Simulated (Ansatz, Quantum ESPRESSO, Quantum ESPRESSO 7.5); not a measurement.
# Band edges of honeycomb AsN, 1 layer under strain

How do the band edges of honeycomb AsN, 1 layer move against the vacuum when the sheet is stretched?

Program: Quantum ESPRESSO 7.5. Level of theory: plane-wave DFT, PBE, GBRV ultrasoft pseudopotentials (geometry by Ansatz 0.2.0 with PAW datasets; geometry under PBE). Results are calculated unless marked as measured.

## Step 1: The structure

The cell holds 2 atoms: 1 N and 1 As. Cell: a = 2.980 Å, b = 2.980 Å, c = 15.970 Å, α = 90.0°, β = 90.0°, γ = 120.0°. It derives from AsN. Vacuum lies along c.

This sheet is a model structure: its symmetry is held, and its stability is not tested here.

## Step 2: Geometry from Ansatz

The geometry comes first, from a plane-wave PAW code, so that the later runs on this slab share one structure.

File input.yaml:

```yaml
crystal:
  lattice:
    - [2.98, 0.0, 0.0]
    - [-1.49, 2.5807557033, 0.0]
    - [0.0, 0.0, 15.97]
  atoms:
    - { symbol: "N", position: [0.6666666667, 0.3333333333, 0.4696305573] }
    - { symbol: As, position: [0.3333333333, 0.6666666667, 0.5303694427] }
kpoints:
  mp_grid: { grid: [12, 12, 1] }
hamiltonian:
  xc: pbe
scf:
  occupations: { method: fermi_dirac, width: 0.05 }
  convergence: { dr2_threshold: 1.0e-08 }
efield:
  axis: 3
  dipole_correction: true
  ramp_position: 0.97
  ramp_width: 0.04
relax:
  f_tol: 0.01
  cell: { fix: [c, alpha, beta] }
output:
  write_potential: true
  write_density: true
  volumetric_format: npy
```

Started as:

```sh
$ ansatz run input.yaml --threads 2 --pin off --max-ram 4096MiB --backend cpu --events-out ev --progress --plain --runs-dir out
```

Numbers of over 12 decimals in the logs are rounded to 6 here.

What it wrote:

```text
Warning: relax.cell: scf.convergence.dr2_threshold = 1e-8 eV is looser than the 2e-10 eV advised for a relaxation that steers and ends on the stress (1e-10 eV for each atom of the cell: 2). What an SCF threshold leaves in a stress goes as its square root, and in the free energy as the threshold itself, and one threshold admits the most on a small cell: [figures from the program's tests cut] Set scf.convergence.dr2_threshold to 2e-10 eV or tighter. The threshold is an SCF's pass mark: one that does not reach it within its budget of iterations ends unconverged, or closes short of it on a stop that the run arms, and scf.convergence.dr2_threshold's page says what that costs each kind of run
Engine: ansatz 0.2.0, aarch64-unknown-linux-gnu
Pseudopotentials: kind: paw
Pseudopotential: N, paw, valence charge 5, recommended cutoff 420 eV (normal), N.paw.azcp
Pseudopotential: As, paw, valence charge 15, recommended cutoff 420 eV (normal), As.paw.azcp
Functional definition: PBE
  parameter kappa = 0.804
  parameter beta = 0.066725
  exchange = pbe_x(kappa = kappa, mu = beta*pi^2/3)
  correlation = pbe_c(beta = beta)
Crystal: 2 atoms, lattice volume = 122.820 Å³
Basis set: ecut = 420 eV, 2333 PW (Γ), exchange–correlation on 40×40×216 points (8 copies of the dense FFT grid, shifted against one another)
Bands: 14, of which v1, the nominal top of the filled ones, is band 10 counted from 1 (9 counted from 0)
Symmetry: 6 space group operations
Space group: P3m1 (ITA 156), of the structure as read, at distance tolerance 5.0e-5 Å
k-points: 19 of 144 (time reversal used)
Non-local potential: N, projectors of the file, l = 0: 2, l = 1: 2, l = 2: 1
Non-local potential: As, projectors of the file, l = 0: 2, l = 1: 2, l = 2: 3, l = 3: 1
PAW form: soft (Blöchl's): semilocal exchange-correlation on the pseudo side does not see the compensation charge
PAW one-centre angular grid: N, 110 points (default); XC on 64 Gauss nodes
PAW one-centre angular grid: As, 590 points (default); XC on 64 Gauss nodes
Initial density: superposition of atomic densities (neutral atoms: chi_scale 0, normalization atom), corrected by the library's trained network
Initial wavefunctions: pseudopotential atomic-orbital guess
Functional: x = pbe(κ = 0.804, μ = 0.219515), c = pbe(β = 0.066725)
SCF iter   1: F=—  HF=-5238.853889 eV  |F-HF|=—  |Δ(HF+E_count)|=         —  Δρ=3.03e-3  dr2=1.14e-2  ethr=1.77e-3  p=0.061 e·Å  D=8.92e-2 V/Å  ΔV_dip=-1.42 eV  dr2_dipole=3.86e-4  V_vac-E_F(+/−)=4.80/6.22 eV  ⟨swp⟩=7.1  Hψ=1714  notcnv=0
efield: sawtooth ramp at fractional position 0.9700 (set: `efield.ramp_position`, or a place that a band, a saddle search or an elastic batch's reference lends), width 0.0400; the density the first Hamiltonian is built on has a dipole p = 0.061 e·Å; the dipole correction subtracts the counter field D = 8.92e-2 V/Å, which shifts the + side's vacuum level by -1.42 eV against the − side's; the planar-averaged density in the ramp window peaks in size at 4.6e-5 e/Å³
preconditioner: auto → none  [insulator: Δε(μ)=2.063 eV  Ē_g=12.217 eV  σ=0.050 eV  W_gap=1.00  n_scr=10 (ndim 8)  ℏωp=10.6 eV  f_vac=0.719  D(μ)=0.00/eV (n_scr^D=0)  ε∞_Penn≈1.8]
SCF iter   2: F=—  HF=-5238.853674 eV  |F-HF|=—  |Δ(HF+E_count)|=   2.15e-4  Δρ=1.33e-3  dr2=2.52e-3  ethr=5.72e-5  p=0.072 e·Å  D=1.06e-1 V/Å  ΔV_dip=-1.69 eV  dr2_dipole=5.32e-4  V_vac-E_F(+/−)=4.80/6.50 eV  ⟨swp⟩=2.1  Hψ=580  notcnv=0
SCF iter   3: F=—  HF=-5238.855056 eV  |F-HF|=—  |Δ(HF+E_count)|=   1.38e-3  Δρ=1.47e-3  dr2=7.38e-3  ethr=1.26e-5  p=0.083 e·Å  D=1.23e-1 V/Å  ΔV_dip=-1.96 eV  dr2_dipole=7.59e-4  V_vac-E_F(+/−)=4.62/6.58 eV  ⟨swp⟩=2.0  Hψ=420  notcnv=0  recentre
SCF iter   4: F=—  HF=-5238.854099 eV  |F-HF|=—  |Δ(HF+E_count)|=   9.57e-4  Δρ=4.32e-4  dr2=1.99e-4  ethr=1.26e-5  p=0.078 e·Å  D=1.15e-1 V/Å  ΔV_dip=-1.84 eV  dr2_dipole=5.98e-5  V_vac-E_F(+/−)=4.71/6.55 eV  ⟨swp⟩=2.0  Hψ=388  notcnv=0
SCF iter   5: F=—  HF=-5238.854304 eV  |F-HF|=—  |Δ(HF+E_count)|=   2.06e-4  Δρ=7.09e-5  dr2=4.25e-6  ethr=9.93e-7  p=0.083 e·Å  D=1.22e-1 V/Å  ΔV_dip=-1.95 eV  dr2_dipole=5.01e-8  V_vac-E_F(+/−)=4.65/6.59 eV  ⟨swp⟩=2.2  Hψ=394  notcnv=0
SCF iter   6: F=—  HF=-5238.854327 eV  |F-HF|=—  |Δ(HF+E_count)|=   2.27e-5  Δρ=2.23e-5  dr2=4.14e-7  ethr=2.13e-8  p=0.083 e·Å  D=1.22e-1 V/Å  ΔV_dip=-1.95 eV  dr2_dipole=1.20e-8  V_vac-E_F(+/−)=4.64/6.60 eV  ⟨swp⟩=2.1  Hψ=366  notcnv=0
SCF iter   7: F=-5238.854328 eV  HF=-5238.854328 eV  |F-HF|=7.73e-9  |Δ(HF+E_count)|=   1.02e-6  Δρ=3.11e-6  dr2=7.05e-9  ethr=5.00e-11  p=0.083 e·Å  D=1.22e-1 V/Å  ΔV_dip=-1.96 eV  dr2_dipole=1.58e-10  V_vac-E_F(+/−)=4.64/6.60 eV  ⟨swp⟩=8.6  Hψ=1868  notcnv=0
SCF 1 converged in 7 iterations: F = -5238.854328 eV  dr2 = 7.05e-9
  greatest PAW one-centre occupation: 0.999 electrons in one spin orbital (limit 2), on the As atom at site 1 (counted from 0), in its partial waves of l = 2
relax step   1: F+E_penalty+E_count = -5238.85432816 eV  Δ(F+E_penalty+E_count) = +0.000e0 eV  max|allowed force component| = 3.669e-1 eV/Å  Δτ_max = 0.0000 Å  P = -0.530 GPa  Ω = 122.820 Å³  fix = [c, alpha, beta]  reactions: c -0.472 GPa  (7 SCF iters, accepted)
Crystal: 2 atoms, lattice volume = 122.683 Å³
Initial density: handed on by an earlier stage of this run
Initial wavefunctions: those handed on with the density
iter 1 solved again at ethr=1.04e-5 eV; its pass at ethr=3.10e-3 eV (dr2=2.07e-3 eV) is discarded
SCF iter   1: F=—  HF=-5238.859306 eV  |F-HF|=—  |Δ(HF+E_count)|=         —  Δρ=1.43e-3  dr2=2.06e-3  ethr=1.04e-5  p=0.083 e·Å  D=1.22e-1 V/Å  ΔV_dip=-1.96 eV  dr2_dipole=1.06e-5  V_vac-E_F(+/−)=4.64/6.60 eV  ⟨swp⟩=1.7  Hψ=1599  notcnv=0
efield: sawtooth ramp at fractional position 0.9700 (set: `efield.ramp_position`, or a place that a band, a saddle search or an elastic batch's reference lends), width 0.0400; the density the first Hamiltonian is built on has a dipole p = 0.083 e·Å; the dipole correction subtracts the counter field D = 1.22e-1 V/Å, which shifts the + side's vacuum level by -1.96 eV against the − side's; the planar-averaged density in the ramp window peaks in size at 5.8e-7 e/Å³
preconditioner: auto → none  [insulator: Δε(μ)=1.996 eV  Ē_g=12.349 eV  σ=0.050 eV  W_gap=1.00  n_scr=10 (ndim 8)  ℏωp=10.6 eV  f_vac=0.716  D(μ)=0.00/eV (n_scr^D=0)  ε∞_Penn≈1.7]
SCF iter   2: F=—  HF=-5238.858824 eV  |F-HF|=—  |Δ(HF+E_count)|=   4.82e-4  Δρ=7.45e-4  dr2=1.16e-3  ethr=1.03e-5  p=0.081 e·Å  D=1.20e-1 V/Å  ΔV_dip=-1.91 eV  dr2_dipole=1.10e-4  V_vac-E_F(+/−)=4.64/6.55 eV  ⟨swp⟩=2.0  Hψ=390  notcnv=0
[...]
SCF iter   2: F=—  HF=-5238.861136 eV  |F-HF|=—  |Δ(HF+E_count)|=   2.91e-4  Δρ=1.13e-3  dr2=3.65e-3  ethr=7.10e-6  p=0.082 e·Å  D=1.22e-1 V/Å  ΔV_dip=-1.95 eV  dr2_dipole=5.08e-4  V_vac-E_F(+/−)=4.62/6.57 eV  ⟨swp⟩=2.0  Hψ=413  notcnv=0  recentre
SCF iter   3: F=—  HF=-5238.860590 eV  |F-HF|=—  |Δ(HF+E_count)|=   5.46e-4  Δρ=4.27e-4  dr2=2.97e-4  ethr=7.10e-6  p=0.078 e·Å  D=1.16e-1 V/Å  ΔV_dip=-1.86 eV  dr2_dipole=1.49e-5  V_vac-E_F(+/−)=4.69/6.55 eV  ⟨swp⟩=2.0  Hψ=378  notcnv=0
SCF iter   4: F=—  HF=-5238.860545 eV  |F-HF|=—  |Δ(HF+E_count)|=   4.50e-5  Δρ=8.85e-5  dr2=5.03e-6  ethr=1.48e-6  p=0.078 e·Å  D=1.17e-1 V/Å  ΔV_dip=-1.86 eV  dr2_dipole=1.86e-8  V_vac-E_F(+/−)=4.68/6.54 eV  ⟨swp⟩=2.0  Hψ=316  notcnv=0
SCF iter   5: F=—  HF=-5238.860555 eV  |F-HF|=—  |Δ(HF+E_count)|=   1.04e-5  Δρ=1.40e-5  dr2=1.63e-7  ethr=2.52e-8  p=0.078 e·Å  D=1.17e-1 V/Å  ΔV_dip=-1.86 eV  dr2_dipole=1.43e-9  V_vac-E_F(+/−)=4.68/6.54 eV  ⟨swp⟩=2.2  Hψ=364  notcnv=0
SCF iter   6: F=—  HF=-5238.860555 eV  |F-HF|=—  |Δ(HF+E_count)|=   1.46e-8  Δρ=6.28e-6  dr2=1.95e-8  ethr=8.14e-10  p=0.078 e·Å  D=1.17e-1 V/Å  ΔV_dip=-1.86 eV  dr2_dipole=1.70e-10  V_vac-E_F(+/−)=4.68/6.54 eV  ⟨swp⟩=2.1  Hψ=361  notcnv=0
SCF iter   7: F=-5238.860555 eV  HF=-5238.860555 eV  |F-HF|=1.23e-9  |Δ(HF+E_count)|=   1.71e-9  Δρ=7.74e-7  dr2=1.18e-9  ethr=5.00e-11  p=0.078 e·Å  D=1.17e-1 V/Å  ΔV_dip=-1.86 eV  dr2_dipole=2.31e-12  V_vac-E_F(+/−)=4.68/6.54 eV  ⟨swp⟩=9.1  Hψ=1554  notcnv=0
SCF 3 converged in 7 iterations: F = -5238.860555 eV  dr2 = 1.18e-9
relax step   3: F+E_penalty+E_count = -5238.86055539 eV  Δ(F+E_penalty+E_count) = -1.899e-3 eV  max|allowed force component| = 5.329e-3 eV/Å  Δτ_max = 0.0019 Å  P = +0.002 GPa  Ω = 121.681 Å³  energy of the carried Pulay correction = +5.551e-4 eV  fix = [c, alpha, beta]  reactions: c +0.003 GPa  (7 SCF iters, accepted)
Initial wavefunctions: pseudopotential atomic-orbital guess (no wavefunctions were taken with the density)
iter 1 solved again at ethr=8.30e-7 eV; its pass at ethr=3.10e-3 eV (dr2=1.66e-4 eV) is discarded
SCF iter   1: F=—  HF=-5238.860039 eV  |F-HF|=—  |Δ(HF+E_count)|=         —  Δρ=2.10e-5  dr2=1.03e-7  ethr=8.30e-7  p=0.078 e·Å  D=1.17e-1 V/Å  ΔV_dip=-1.86 eV  dr2_dipole=9.42e-10  V_vac-E_F(+/−)=4.68/6.54 eV  ⟨swp⟩=4.1  Hψ=2461  notcnv=0
efield: sawtooth ramp at fractional position 0.9700 (set: `efield.ramp_position`, or a place that a band, a saddle search or an elastic batch's reference lends), width 0.0400; the density the first Hamiltonian is built on has a dipole p = 0.078 e·Å; the dipole correction subtracts the counter field D = 1.17e-1 V/Å, which shifts the + side's vacuum level by -1.86 eV against the − side's; the planar-averaged density in the ramp window peaks in size at 4.3e-7 e/Å³
eigensolver tolerance schedule: the retry pair's looser diagonalisation over-reported the residual by 1608.66 of it (diagonalisation noise at 0.76 of the residual, at the tolerance the schedule requests for it); recorded, not acted on — ethr = c·dr2/N_el stays at c = 1.0e-1
preconditioner: auto → none  [insulator: Δε(μ)=1.997 eV  Ē_g=12.444 eV  σ=0.050 eV  W_gap=1.00  n_scr=10 (ndim 8)  ℏωp=10.6 eV  f_vac=0.716  D(μ)=0.00/eV (n_scr^D=0)  ε∞_Penn≈1.7]
SCF iter   2: F=—  HF=-5238.860048 eV  |F-HF|=—  |Δ(HF+E_count)|=   8.18e-6  Δρ=1.28e-5  dr2=2.18e-7  ethr=5.16e-10  p=0.078 e·Å  D=1.17e-1 V/Å  ΔV_dip=-1.86 eV  dr2_dipole=2.24e-8  V_vac-E_F(+/−)=4.68/6.54 eV  ⟨swp⟩=3.5  Hψ=555  notcnv=0
SCF iter   3: F=—  HF=-5238.860048 eV  |F-HF|=—  |Δ(HF+E_count)|=   2.90e-8  Δρ=9.78e-6  dr2=1.81e-7  ethr=5.16e-10  p=0.078 e·Å  D=1.17e-1 V/Å  ΔV_dip=-1.86 eV  dr2_dipole=3.01e-8  V_vac-E_F(+/−)=4.68/6.54 eV  ⟨swp⟩=2.1  Hψ=349  notcnv=0
SCF iter   4: F=-5238.860048 eV  HF=-5238.860048 eV  |F-HF|=1.72e-9  |Δ(HF+E_count)|=   6.28e-9  Δρ=3.44e-6  dr2=5.55e-9  ethr=5.00e-11  p=0.078 e·Å  D=1.17e-1 V/Å  ΔV_dip=-1.86 eV  dr2_dipole=5.29e-10  V_vac-E_F(+/−)=4.68/6.54 eV  ⟨swp⟩=9.7  Hψ=1946  notcnv=0
SCF 4 converged in 4 iterations: F = -5238.860048 eV  dr2 = 5.55e-9
relax step   4: F+E_penalty+E_count = -5238.86004756 eV  Δ(F+E_penalty+E_count) = +5.078e-4 eV  max|allowed force component| = 5.341e-3 eV/Å  Δτ_max = 0.0000 Å  P = -0.005 GPa  Ω = 121.681 Å³  fix = [c, alpha, beta]  reactions: c +0.007 GPa  stress off target by 1.10e-2 GPa on what of the cell is left free  SCF on the basis re-selected at this cell (its energy is not comparable with the rows above)  (4 SCF iters)
basis re-selected at this cell: Δ(F+E_penalty+E_count) = +5.078e-4 eV, ΔP = -0.007 GPa vs the last step (what re-selecting the basis moved, of the pressure what is left beyond the Pulay correction that the steps carried, after the strain that the cell walked since its last selection, with what the two solves' SCF thresholds leave and, on support functions, any second-order correction that the steps lacked; it is no m [...]
WARN: The output density's exchange-correlation potential varies sharply where the density is thin. Do not read a vacuum level from v_tot or v_xc, or from such a field of the output density. On a cell that repeats whose density bears no net charge and no dipole along the vacuum's axis use v_es (v_loc + v_h of the components); under efield.dipole_correction with no amplitude use v_es + v_field, which holds any externa [...]
SCF converged after 4 iterations
Free energy (F): -5238.860048 eV
Harris-Foulkes:  -5238.860048 eV  (|F-HF|=1.72e-9)
Internal energy: -5238.860048 eV  (E = F + TS)
E sigma→0 (E₀):  -5238.860048 eV
Fermi energy:    -1.982183 eV
Dipole field:    D = 0.116650 V/Å  (p = 0.078441 e·Å, saw-weighted, corrected)
Work function:   Φ+ = 4.6780 eV   Φ− = 6.5409 eV
Levels:          The Fermi level and band energies are counted from a zero that moves with the ramp; work functions are not
--- Per-component energies (eV) ---
  E_band       = -481.869675
  E_kinetic    = 229.924563
  E_local      = -11099.749153  (includes V_loc(G=0)·N_el)
  E_nonlocal   = -623.003725
  E_hartree    = 5476.861437
  E_xc         = -138.262877
  E_vxc        = -154.182748  (∫ρ·V_xc dr)
  E_paw        = -1962.596983  (= ΣΔE_a)
  E_vpaw       = 212.335647  (= ΣTr[D̂ρ^β])
  E_aug_tail   = 0.000094  (compensation charges beyond the density's cutoff)
  E_efield     = 0.004575  (sawtooth field / dipole correction)
  E_vefield    = -0.917474  (∫n·V_field dr)
  E_ewald      = 2877.962022
  E_smearing   = -0.000000  (= −TS)
  E_closure    = -0.000000  (closes the sum)
  Σ components = -5238.860048   (vs F -5238.860048, Δ=0.00e0)
--- Forces (eV/Å), atoms counted from 1 ---
  atom   1  N     -0.00000000    -0.00000000    -0.00536841
  atom   2  As     0.00000000    -0.00000000     0.00531373
  max |Σ_I F_I| component: 5.47e-5 eV/Å
--- Stress (GPa, compression-positive) ---
       -0.010989      -0.000000      -0.000000
       -0.000000      -0.010989      -0.000000
       -0.000000      -0.000000       0.006640
  P = ⅓ Tr σ = -0.0051 GPa (-0.051 kbar)
--- Band table (eV; the first three rows and the last of 19) ---
  k-point 0: bands = [... 6 lower, -10.6615, -4.5360, -4.5360, -3.3988, -0.4039, 2.4499, 3.4155, 3.4155]
  k-point 1: bands = [... 6 lower, -10.6016, -5.2803, -4.6967, -3.2871, 0.1143, 2.6022, 2.9269, 3.5529]
  k-point 2: bands = [... 6 lower, -10.5078, -6.6385, -5.0978, -3.1259, 0.7027, 2.1220, 3.2086, 3.8413]
  k-point 18: bands = [... 6 lower, -13.2663, -9.5247, -5.3619, -4.3152, -0.2509, 2.2808, 4.6862, 8.4321]
--- Relaxed structure (3 steps of the walk, 3 accepted, 1 SCFs on fresh bases) ---
  F+E_penalty+E_count = -5238.86004756 eV   max|allowed force component| = 5.341e-3 eV/Å   (the final SCF, on the basis selected at the relaxed cell)
  cell:  # Å, volume = 121.6808 Å³
    - [2.966151, 0, 0]
    - [-1.483076, 2.568762, 0]
    - [0, 0, 15.97]
  atoms:
    - { symbol: N, position: [0.666667, 0.333333, 0.470259] }
    - { symbol: As, position: [0.333333, 0.666667, 0.529741] }
```

Run time: 6 s. Hardware: 2 threads of Arm Neoverse V2, shared host; peak memory 0.44 GiB; 12 s of CPU time.

The steps of the relaxation:

```tsv
step	energy less that of the first step (eV)	largest force component (eV/Å)	pressure (GPa)	volume (Å³)
1	0.0000	0.3669	-0.53	122.82
2	-0.0043	0.1069	-0.30	122.68
3	-0.0062	0.0053	0.00	121.68
4*	-0.0057	0.0053	-0.01	121.68
```

Relaxation steps marked * repeat the geometry before them on a plane-wave basis chosen anew for their cell, so energy and pressure can jump there.

Forces are held to the 6 operations that the run works with; a distortion that breaks them can't arise in this run.

```tsv
cell as run	before	after	change
a (Å)	2.980	2.966	-0.5 %
b (Å)	2.980	2.966	-0.5 %
```

The atoms that moved most (Å, along periodic axes as changes of fractional coordinates times the final cell, across vacuum about the mean position):

```tsv
atom	dx	dy	dz	length
N1	0.000	0.000	0.010	0.010
As2	0.000	0.000	-0.010	0.010
```

Final coordinates:

```cif
data_structure
_symmetry_space_group_name_H-M 'P 1'
_symmetry_Int_Tables_number 1
_cell_length_a 2.9662
_cell_length_b 2.9662
_cell_length_c 15.9700
_cell_angle_alpha 90.000
_cell_angle_beta 90.000
_cell_angle_gamma 120.000
_cell_volume 121.68
loop_
_atom_site_label
_atom_site_type_symbol
_atom_site_fract_x
_atom_site_fract_y
_atom_site_fract_z
_atom_site_occupancy
N1 N 0.66667 0.33333 0.47026 1
As2 As 0.33333 0.66667 0.52974 1
```

Numbers from this step:

* free energy: -5238.8600 eV
* Fermi energy: -1.982 eV
* gap by band count: 1.997 eV
* symmetry operations: 6
* dipole along the normal: 0.07844 e·Å
* vacuum level at the upper face over a Fermi level inside the gap: 4.678 eV
* vacuum level at the lower face over a Fermi level inside the gap: 6.541 eV

(Part 1 of 2 ends here.)

[Logs are printed without paths, hosts, clocks, repeated set-up lines and the standing remarks that a program may print on its own settings, such as how far it seeks lower states.]

[Hosts, paths, dates, database ids (printed as entryN), source tags and the programs' standing remarks are cut or masked in the printed files.]

[Maps of the electrostatic potential energy from Ansatz leave out the sawtooth potential of an applied field or a dipole correction, so their vacuum need not be flat; planar profiles and work functions include it.]
